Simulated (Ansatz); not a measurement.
# Decaying states in the gap of Li2LaLuO4, part 3 of 3

Aim: relax a made-up compound, Li2LaLuO4, and see how good a tunnel barrier it would be. It is built by putting La for part of the Lu in the LiLuO2 structure of space group I4_1/amd, with the volume rescaled by atomic radii. The parent structure comes from the Materials Project.

Ansatz 0.2.0; PBEsol DFT, plane waves, PAW files (the session's first sound run).

So far, gap on the k-mesh (eV): step 3 (band edges) 3.16; step 4 (complex bands, plane (001), k-mesh 6×6×6) 3.16.

The structure was built from a prototype and need not be the compound's stable phase.

## Step 6: Band edges at another level (continued)

Level of this step: PBE DFT, plane waves, PAW files (Ansatz).

Electronic bands along the path, in eV, zero at the Fermi level (highest filled level under fixed occupations); v1 is the highest filled band, c1 the lowest empty one:

```csv
point,v4,v3,v2,v1,c1,c2,c3,c4
VBM,-0.94,-0.59,0.00,0.00,4.75,4.75,4.80,4.92
halfway,-1.18,-1.06,-0.91,-0.54,4.31,5.18,5.41,5.49
CBM,-0.65,-0.61,-0.16,-0.16,3.28,4.58,5.19,5.19
```

The searched edges give 3.28 eV, as on the mesh.

Between step 3 and this run (PBE) the value for the gap on the k-mesh moves from 3.16 eV to 3.28 eV.

## Step 7: Complex bands at another level

This step: PBE DFT, plane waves, PAW files; complex bands by layer matching along the plane's normal (Ansatz 0.2.0).

The complex bands at that level, over its own gap, at (0, 0) and (0.5, 0).

input.yaml

```yaml
crystal:
  lattice:
    - [4.461365576, 0.0, 0.0]
    - [0.0, 4.461365576, 0.0]
    - [2.230682788, 2.230682788, 5.469207515]
  atoms:
    - { symbol: Li, position: [0.25, 0.75, 0.5] }
    - { symbol: Li, position: [0.5, 0.5, 0.0] }
    - { symbol: Lu, position: [0.0, 0.0, 0.0] }
    - { symbol: La, position: [0.75, 0.25, 0.5] }
    - { symbol: O, position: [0.2029189783, 0.2029189783, 0.5941620434] }
    - { symbol: O, position: [0.7970810217, 0.7970810217, 0.4058379566] }
    - { symbol: O, position: [0.9809429644, 0.4809429644, 0.0381140712] }
    - { symbol: O, position: [0.5190570356, 0.0190570356, 0.9618859288] }
kpoints:
  mp_grid: { grid: [6, 6, 6] }
scf:
  occupations: { method: fixed }
hamiltonian:
  xc: pbe
output:
  eigenvalues: true
  transmission:
    leads: [[0, 0]]
    kpoints: [[0.0, 0.0], [0.5, 0.0]]
    e_range: [-1.0, 4.28]
    de: 0.13
```

On the command line:

```
> ansatz run input.yaml --threads 2 --pin off --max-ram 4096MiB --backend cpu --events-out ev --progress --plain --runs-dir out
```

Numbers of over 12 decimals in the logs are rounded to 6 here.

Output:

```text
[...]
Crystal: 8 atoms, lattice volume = 108.858 Å³
Basis set: ecut = 420 eV, 2131 PW (Γ)
Bands: 41, of which v1, the nominal top of the filled ones, is band 33 counted from 1 (32 counted from 0)
Symmetry: 8 space group operations
[...]
k-points: 30 of 216 (time reversal used)
[...]
SCF iter   1: F=—  HF=-23673.976004 eV  |F-HF|=—  |Δ(HF+E_count)|=         —  Δρ=2.58e-3  dr2=5.03e-3  ethr=1.77e-3  ⟨swp⟩=6.5  Hψ=4860  notcnv=0  defer=139
[...]
SCF iter   9: F=-23673.974433 eV  HF=-23673.974433 eV  |F-HF|=2.60e-9  |Δ(HF+E_count)|=   3.90e-8  Δρ=3.49e-6  dr2=1.64e-8  ethr=1.52e-10  ⟨swp⟩=12.6  Hψ=7607  notcnv=0
SCF 1 converged in 9 iterations: F = -23673.974433 eV  dr2 = 1.64e-8
[...]
transmission: 8 of 16 steps passed
transmission: 16 of 16 steps passed
SCF converged after 9 iterations
Free energy (F): -23673.974433 eV
[...]
Internal energy: -23673.974433 eV  (E = F + TS)
E sigma→0 (E₀):  -23673.974433 eV
Fermi energy:    8.209679 eV
[...]
--- Band table (eV; the first three rows and the last of 30) ---
  k-point 0: bands = [... 29 lower, 7.5624, 7.6030, 8.0479, 8.0479, 11.4854, 12.7931, 13.3986, 13.3986, ... 4 higher]
  k-point 1: bands = [... 29 lower, 7.4827, 7.4827, 8.1021, 8.1021, 11.8249, 12.8689, 13.2680, 13.2680, ... 4 higher]
  k-point 2: bands = [... 29 lower, 7.3403, 7.5756, 8.1798, 8.1798, 12.5220, 13.0520, 13.0520, 13.0772, ... 4 higher]
  k-point 29: bands = [... 29 lower, 7.0081, 7.0176, 7.3916, 7.6764, 12.5565, 13.3979, 13.6104, 13.6979, ... 4 higher]
--- Transmission ---
  basis      : 177 plane waves across, 8 finite elements along
  points     : 2, as listed
[...]
channels       : 0.000000e0 a spin
[...]
slowest decay  : 0.3102 /Å at (0.0000, 0.0000)
```

Run time: 26 s. Hardware: 2 threads of Intel Xeon Platinum 8488C (Sapphire Rapids), shared host; peak memory 0.67 GiB.

This step gave:

* free energy: -23673.9744 eV
* level to which the leads are filled: 1.638 eV from the Fermi level
* decay constant at the filling level, zone centre: 0.3101 Å⁻¹
* decay constant at the filling level, slowest listed point: 0.3102 Å⁻¹

K parallel (0, 0); values up to 1.5 1/Å, a degenerate pair printed once or twice; energies at which all values exceed this have no row. The Im kz of the slowest decaying states by energy, zero at the highest filled level on the SCF mesh:

```csv
energy (eV),decay 1 (Å⁻¹),decay 2 (Å⁻¹),decay 3 (Å⁻¹),decay 4 (Å⁻¹)
-1.00,0.150,0.150,0.180,0.766
-0.61,0.116,0.188,0.960,1.27
-0.22,0.156,0.229,0.298,0.842
0.04,0.223,0.223,0.270,0.344
0.17,0.284,0.362,0.515,0.515
0.43,0.303,0.389,0.609,1.18
0.82,0.317,0.419,0.668,1.13
1.21,0.319,0.439,0.706,1.08
1.60,0.310,0.452,0.734,1.03
1.99,0.290,0.459,0.758,0.971
2.38,0.258,0.461,0.782,0.906
2.77,0.205,0.458,0.827,0.832
3.03,0.149,0.453,0.739,0.739
3.42,0.441,0.623,0.684,0.954
3.81,0.423,0.526,0.569,0.964
4.20,0.396,0.411,0.414,0.964
```

K parallel (0.5, 0); values up to 1.5 1/Å, a degenerate pair printed once or twice; energies at which all values exceed this have no row. The Im kz of the slowest decaying states by energy, zero at the highest filled level on the SCF mesh:

```csv
energy (eV),decay 1 (Å⁻¹),decay 2 (Å⁻¹),decay 3 (Å⁻¹),decay 4 (Å⁻¹)
-1.00,0.167,0.181,0.526,0.812
-0.74,0.139,0.285,0.548,0.836
-0.48,0.270,0.338,0.475,0.853
-0.22,0.375,0.866,-,-
0.04,0.417,0.487,0.874,-
0.30,0.439,0.455,0.555,0.879
0.56,0.449,0.489,0.596,0.881
0.82,0.458,0.513,0.626,0.881
1.08,0.464,0.532,0.648,0.878
1.34,0.468,0.546,0.666,0.873
1.60,0.469,0.558,0.680,0.866
1.86,0.468,0.567,0.693,0.857
2.12,0.464,0.574,0.703,0.845
2.38,0.458,0.580,0.713,0.832
2.64,0.449,0.585,0.724,0.816
2.90,0.437,0.589,0.735,0.796
3.16,0.421,0.593,0.751,0.774
3.42,0.402,0.598,0.747,0.777
3.68,0.377,0.603,0.714,0.839
3.94,0.345,0.611,0.673,0.885
4.20,0.299,0.621,0.624,0.724
```

At the listed wavevectors the last open channel is at -0.09 eV and the next at +3.29 eV on the grid. At +1.60 eV, the grid energy nearest the filling level (the middle of the gap on the SCF mesh), the slowest state at the listed wavevectors decays with κ = 0.310 Å⁻¹, its amplitude falling by e over 3.2 Å; the first such run, plane (001), gave 0.299 Å⁻¹.

## Step 8: Summary of results

```json
{
  "band gap": "3.16 eV",
  "least decay constant at mid-gap, normal to (001)": "0.299 Å⁻¹",
  "least decay constant on a mesh, normal to (001)": "0.300 Å⁻¹",
  "least decay constant, PBE": "0.310 Å⁻¹"
}
```

With PBEsol, the slowest decay at the wavevectors tried is κ = 0.299 Å⁻¹, normal to (001). Through such a film the transmission near mid-gap falls as exp(−2κd), a factor of ten every 3.8 Å. A free electron under a barrier of half the gap would need a mass of 0.22 mₑ to decay at this rate. With PBE the gap goes from 3.16 to 3.28 eV and the decay constant, over the first 2 listed wavevectors, from 0.299 to 0.310 Å⁻¹. The compound is made up by substitution; its stability against other phases and against distortions of the cell's symmetry was not tested. A semilocal functional narrows gaps, so real decay constants are likely larger.

[Logs are printed without paths, hosts, clocks, repeated set-up lines and the standing remarks that a program may print on its own settings, such as how far it seeks lower states.]

[Hosts, paths, dates, database ids (printed as entryN), source tags and the programs' standing remarks are cut or masked in the printed files.]
